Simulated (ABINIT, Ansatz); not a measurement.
# KSrCl3 (Pm-3m): modes at Γ and the response to a field

Wanted: the vibrations of KSrCl3 (Pm-3m) at Γ, by two programs.

Method: DFT PBE, scalar-relativistic, plane waves, SPMS norm-conserving pseudopotentials, in ABINIT 10.8.3.

Report form: the programs' logs are mostly left out.

The structure was built from a prototype and need not be the compound's stable phase.

### 1. Starting point

The structure is cubic, space group Pm-3m (No. 221). Conventional cell: a = 5.677 Å, b = 5.677 Å, c = 5.677 Å, α = 90.00°, β = 90.00°, γ = 90.00°. Nearest to K lie 12 Cl at 4.01 Å. Sr has 6 Cl at 2.84 Å nearest. Cl has 2 Sr at 2.84 Å and 4 K at 4.01 Å nearest. Farther neighbours and most contacts between anions are not listed.

Structure file:

```cif
data_structure
_symmetry_space_group_name_H-M 'Pm-3m'
_symmetry_Int_Tables_number 221
_cell_length_a 5.6770
_cell_length_b 5.6770
_cell_length_c 5.6770
_cell_angle_alpha 90.000
_cell_angle_beta 90.000
_cell_angle_gamma 90.000
_cell_volume 182.96
loop_
_atom_site_label
_atom_site_type_symbol
_atom_site_symmetry_multiplicity
_atom_site_Wyckoff_symbol
_atom_site_fract_x
_atom_site_fract_y
_atom_site_fract_z
_atom_site_occupancy
K1 K 1 a 0.00000 0.00000 0.00000 1
Sr1 Sr 1 b 0.50000 0.50000 0.50000 1
Cl1 Cl 3 c 0.50000 0.50000 0.00000 1
```

### 2. Relaxation

The harmonic expansion needs vanishing forces, and a free crystal bears no stress, so cell and atoms are brought to rest. Stress is more sensitive to the basis than forces are: the last 3 Ha under the cutoff are smoothed with ecutsm, and the cutoff is raised above that of the later runs.

The starting cell comes from a relaxation made beforehand in Ansatz (PBE, PseudoDojo NC).

Input file relax.abi:

```
# relaxation
ionmov 2
optcell 2
dilatmx 1.08
ntime 40
tolmxf 1.0d-05
tolvrs 1.0d-14
prtwf 0
prtden 0
chksymtnons 0

# basis, mesh and filling
ecut 38.0
ecutsm 3.0
ngkpt 4 4 4
nshiftk 1
shiftk 0.0 0.0 0.0
istwfk *1
occopt 1
nband 20
nstep 100
diemac 9.0
prtebands 0
prtgsr 0
useylm 1

# cell and atoms
acell 10.72796566 10.72796566 10.72796566
rprim 
    1.0 0.0 0.0
    0.0 1.0 0.0
    0.0 0.0 1.0
ntypat 3
znucl 19 38 17
natom 5
typat 1 2 3 3 3
xred 
    0.0 0.0 0.0
    0.5 0.5 0.5
    0.5 0.5 0.0
    0.5 0.0 0.5
    0.0 0.5 0.5
pp_dirpath "./pseudo"
pseudos "K.psp8, Sr.psp8, Cl.psp8"
```

Launch:

```console
OMP_NUM_THREADS=1 mpirun -n 4 abinit relax.abi > relax.log
```

Elapsed: 2.6 min, on 4 MPI ranks of Arm Neoverse V2, shared host.

Little changed from the start: no atom moved by 0.005 Å and no cell edge by 0.1 %.

This step gave:

| Property | Result |
| --- | --- |
| volume per atom | 36.54 Å³ |
| pressure | 5.68e-5 GPa |

### 3. Ground state

First-order wavefunctions inherit every error of the ground state, hence the very tight tolvrs. The mesh is shifted off Γ, since shifted meshes converge sums over the zone faster.

Input file gs.abi:

```
# ground state
tolvrs 1.0d-16
prtden 1
prtwf 1

# basis, mesh and filling
ecut 30.0
ngkpt 4 4 4
nshiftk 1
shiftk 0.5 0.5 0.5
istwfk *1
occopt 1
nband 20
nstep 100
diemac 9.0
prtebands 0
prtgsr 0
useylm 1

# cell and atoms
acell 10.72290461 10.72290461 10.72290461
rprim 
    1.0 0.0 0.0
    0.0 1.0 0.0
    0.0 0.0 1.0
ntypat 3
znucl 19 38 17
natom 5
typat 1 2 3 3 3
xred 
    0.0 0.0 0.0
    0.5 0.5 0.5
    0.5 0.5 0.0
    0.5 0.0 0.5
    0.0 0.5 0.5
pp_dirpath "./pseudo"
pseudos "K.psp8, Sr.psp8, Cl.psp8"
```

Launch:

```console
OMP_NUM_THREADS=1 mpirun -n 4 abinit gs.abi > gs.log
```

The job ended after 12 s (4 MPI ranks; 47 s of CPU time).

Numbers from this step:

```yaml
pressure: -0.003506 GPa
```

The cell stands at -0.0035 GPa, close enough for phonons.

### 4. The gap at rest

Empty bands on the ground state's density check that the gap assumed so far is there in this cell.

Input file gap.abi:

```
# empty bands on the ground state's density
iscf -2
getden_filepath "gso_DEN"
tolwfr 1.0d-12
nbdbuf 2
prtwf 0

# basis, mesh and filling
ecut 30.0
ngkpt 4 4 4
nshiftk 1
shiftk 0.0 0.0 0.0
istwfk *1
occopt 1
nband 24
nstep 100
diemac 9.0
prtebands 0
prtgsr 0
useylm 1

# cell and atoms
acell 10.72290461 10.72290461 10.72290461
rprim 
    1.0 0.0 0.0
    0.0 1.0 0.0
    0.0 0.0 1.0
ntypat 3
znucl 19 38 17
natom 5
typat 1 2 3 3 3
xred 
    0.0 0.0 0.0
    0.5 0.5 0.5
    0.5 0.5 0.0
    0.5 0.0 0.5
    0.0 0.5 0.5
pp_dirpath "./pseudo"
pseudos "K.psp8, Sr.psp8, Cl.psp8"
```

Launch:

```console
OMP_NUM_THREADS=1 mpirun -n 4 abinit gap.abi > gap.log
```

The job ended after 34 s (4 MPI ranks; 2.2 min of CPU time).

Numbers from this step:

```yaml
gap_on_the_k_mesh: 4.444 eV
```

In this cell the gap on the mesh is 4.4 eV, indirect (smallest direct 4.7 eV), so fixed occupations hold.

### 5. Zone-centre response

The derivative of the wavefunctions by k comes first, since the response to a field is built on it; then the field and the displacements that symmetry doesn't supply are solved at q = 0.

It reads the wavefunctions written in step 3.

Input file dfpt_gamma.abi:

```
ndtset 2

# common to the responses
getwfk_filepath "gso_WFK"
kptopt 2
nqpt 1
qpt 0.0 0.0 0.0
asr 0
chneut 0

# d/dk
rfelfd1 2
rfdir1 1 1 1
iscf1 -3
tolwfr1 1.0d-20

# displacements, field
rfphon2 1
rfatpol2 1 5
rfdir2 1 1 1
rfelfd2 3
getddk2 1
tolvrs2 1.0d-10
prtwf2 0

# basis, mesh and filling
ecut 30.0
ngkpt 4 4 4
nshiftk 1
shiftk 0.5 0.5 0.5
istwfk *1
occopt 1
nband 20
nstep 100
diemac 9.0
prtebands 0
prtgsr 0
useylm 1

# cell and atoms
acell 10.72290461 10.72290461 10.72290461
rprim 
    1.0 0.0 0.0
    0.0 1.0 0.0
    0.0 0.0 1.0
ntypat 3
znucl 19 38 17
natom 5
typat 1 2 3 3 3
xred 
    0.0 0.0 0.0
    0.5 0.5 0.5
    0.5 0.5 0.0
    0.5 0.0 0.5
    0.0 0.5 0.5
pp_dirpath "./pseudo"
pseudos "K.psp8, Sr.psp8, Cl.psp8"
```

Launch:

```console
OMP_NUM_THREADS=1 mpirun -n 4 abinit dfpt_gamma.abi > dfpt_gamma.log
```

Wall time 5.6 min (4 MPI ranks); 22 min of CPU time.

Read from the output:

* miss of the charge sum rule: 0.008563 e
* largest acoustic frequency at the zone centre before the sum rule: 2.73 cm⁻¹
* highest optical zone-centre mode (no LO-TO term): 233.4 cm⁻¹
* lowest optical zone-centre mode: -61.81 cm⁻¹
* mean high-frequency dielectric constant: 2.368
* largest Born charge in size (third of the trace): 2.388 e

Born charge (rows field, columns displacement), before the sum rule (e), principal values of the symmetric part by kind of site:

```csv
atom,atoms with these values,low,middle,high,mean
K1,1,1.26,1.26,1.26,1.26
Sr2,1,2.39,2.39,2.39,2.39
Cl3,3,-1.91,-0.87,-0.87,-1.21
```

In full for K1:

```
1.26 0.00 0.00
0.00 1.26 0.00
0.00 0.00 1.26
```

High-frequency dielectric tensor:

```
2.37 0.00 0.00
0.00 2.37 0.00
0.00 0.00 2.37
```

The acoustic modes at Γ come out as far as 2.7 cm⁻¹ from zero, where they should vanish, a small numerical error; the Born charges miss their sum rule by 0.0086 e, which is good. The lowest optical mode is imaginary, 62i cm⁻¹, an instability at this level and on this k mesh.

### 6. Modes with the sum rule

anaddb reads the merged derivatives and imposes the acoustic sum rule.

Input file anaddb.abi:

```
ddb_filepath "gamma_DDB"
output_file "anaddb.abo"
outdata_prefix "anaddb"
asr 1
chneut 1
enunit 2
eivec 1
nph1l 1
qph1l 0.0 0.0 0.0 1.0
dieflag 1
nph2l 3
qph2l 
    1.0 0.0 0.0 0.0
    0.0 0.0 1.0 0.0
    1.0 1.0 1.0 0.0
```

Input file mrgddb.in:

```
gamma_DDB
merged
2
dfpt_gammao_DS2_DDB
gso_DDB
```

Launch:

```console
mrgddb < mrgddb.in > mrgddb.log
OMP_NUM_THREADS=1 anaddb anaddb.abi > anaddb.log
```

Elapsed: 0.5 s, on 1 thread.

The program refused the input: “The lowest mode appears to be a "true" negative mode, and not an acoustic mode”.

With an imaginary mode the lattice part of the dielectric tensor has no meaning; dieflag 2 would ask for the electronic part alone. The modes stand as the response run printed them.

### 7. A second program

The same cell goes through another code, with its own cutoff. The potentials differ. Its k mesh is centred on Γ.

This step: DFT PBE, scalar-relativistic, plane waves, PseudoDojo norm-conserving pseudopotentials (Ansatz 0.2.0).

Input file input.yaml:

```yaml
crystal:
  lattice:
    - [5.6743167538, 0.0, 0.0]
    - [0.0, 5.6743167538, 0.0]
    - [0.0, 0.0, 5.6743167538]
  atoms:
    - { symbol: K, position: [0.0, 0.0, 0.0] }
    - { symbol: Sr, position: [0.5, 0.5, 0.5] }
    - { symbol: Cl, position: [0.5, 0.5, 0.0] }
    - { symbol: Cl, position: [0.5, 0.0, 0.5] }
    - { symbol: Cl, position: [0.0, 0.5, 0.5] }
kpoints:
  mp_grid: { grid: [4, 4, 4] }
hamiltonian:
  xc: pbe
  pseudopotentials: { kind: nc, accuracy: standard }
scf:
  occupations: { method: fixed }
output:
  eigenvalues: true
phonons:
  method: dfpt
  dielectric: true
  rigid_motions: translations
```

Launch:

```console
ansatz run input.yaml --threads 4 --pin off --max-ram 8192MiB --backend cpu --events-out ev --progress --plain --runs-dir out
```

Wall time 83 s (4 threads); peak memory 2.6 GiB.

This step gave:

* sum-rule residual before enforcement: 1.70e-4 eV/Å²
* miss of the charge sum rule: 0.008751 e
* estimated error of the dielectric tensor: 0.004936
* estimated error of the Born charges: 0.01436 e
* highest optical zone-centre mode (no LO-TO term): 233.7 cm⁻¹
* lowest optical zone-centre mode: -61.84 cm⁻¹
* largest Born charge in size (third of the trace): 2.385 e
* highest mode moved by the LO-TO term: 273.0 cm⁻¹

Transverse modes; imaginary modes left out. Infrared lines, with heights relative to the strongest:

```csv
position (cm⁻¹),label,"IR intensity ((D/Å)²/amu), degenerate modes summed, relative"
80,T1u,12
234,T1u,100
```

### 8. Side by side: ABINIT SPMS and Ansatz, PseudoDojo

Numbers from this step:

```
root-mean-square difference : 0.64 cm⁻¹
largest difference          : 1.17 cm⁻¹
```

The 12 of 12 modes that differ most. Frequencies side by side:

```csv
q (reciprocal lattice),mode,ABINIT SPMS (cm⁻¹),"Ansatz, PseudoDojo (cm⁻¹)"
0 0 0,1,-61.81,-61.84
0 0 0,2,-61.81,-61.84
0 0 0,3,-61.81,-61.84
0 0 0,4,-24.42,-25.59
0 0 0,5,-24.42,-25.59
0 0 0,6,-24.42,-25.59
0 0 0,10,80.14,79.76
0 0 0,11,80.14,79.76
0 0 0,12,80.14,79.76
0 0 0,13,233.4,233.7
0 0 0,14,233.4,233.7
0 0 0,15,233.4,233.7
```

The two runs side by side. Further quantities:

```csv
quantity,ABINIT SPMS,"Ansatz, PseudoDojo"
mean ε∞,2.368,2.368
"largest Born charge in size (e; the first before, the second after the charge sum rule)",2.388,2.385
```

At the zone centre the largest difference (acoustic modes at Γ apart) is 0.5 % of the highest mode, but 5 % of the mode at 24i cm⁻¹ on which it sits.

### 9. Summary of results

```json
{
  "space group after relaxation": "Pm-3m",
  "volume per atom": "36.5 Å³",
  "highest optical zone-centre mode (no LO-TO term)": "233.4 cm⁻¹",
  "lowest optical zone-centre mode": "-61.8 cm⁻¹",
  "mean high-frequency dielectric constant": "2.37",
  "largest Born charge in size (third of the trace)": "2.39 e",
  "largest difference from Ansatz, PseudoDojo": "1.17 cm⁻¹"
}
```

**Reading.** At the PBE level the optical modes of KSrCl3 (Pm-3m) at the zone centre (no LO-TO term) run from 62i to 233 cm⁻¹, so the structure is a saddle point, with 6 modes beyond 10i cm⁻¹ there. ABINIT SPMS and Ansatz, PseudoDojo differ by 0.6 cm⁻¹ in the root mean square and by 1.2 cm⁻¹ at most, 0.5 % of the highest mode compared (acoustic modes at Γ left out); the two use different potentials, and the cell was not relaxed for the second set. These are harmonic frequencies at zero temperature: anharmonic shifts and linewidths and thermal expansion are left out. The structure is a hypothetical one, built on a prototype.

[Host names and launcher messages were left out of these logs when they were recorded.]

[Logs are printed without paths, hosts, clocks, repeated set-up lines and the standing remarks that a program may print on its own settings, such as how far it seeks lower states.]

[Hosts, paths, dates, database ids (printed as entryN), source tags and the programs' standing remarks are cut or masked in the printed files.]
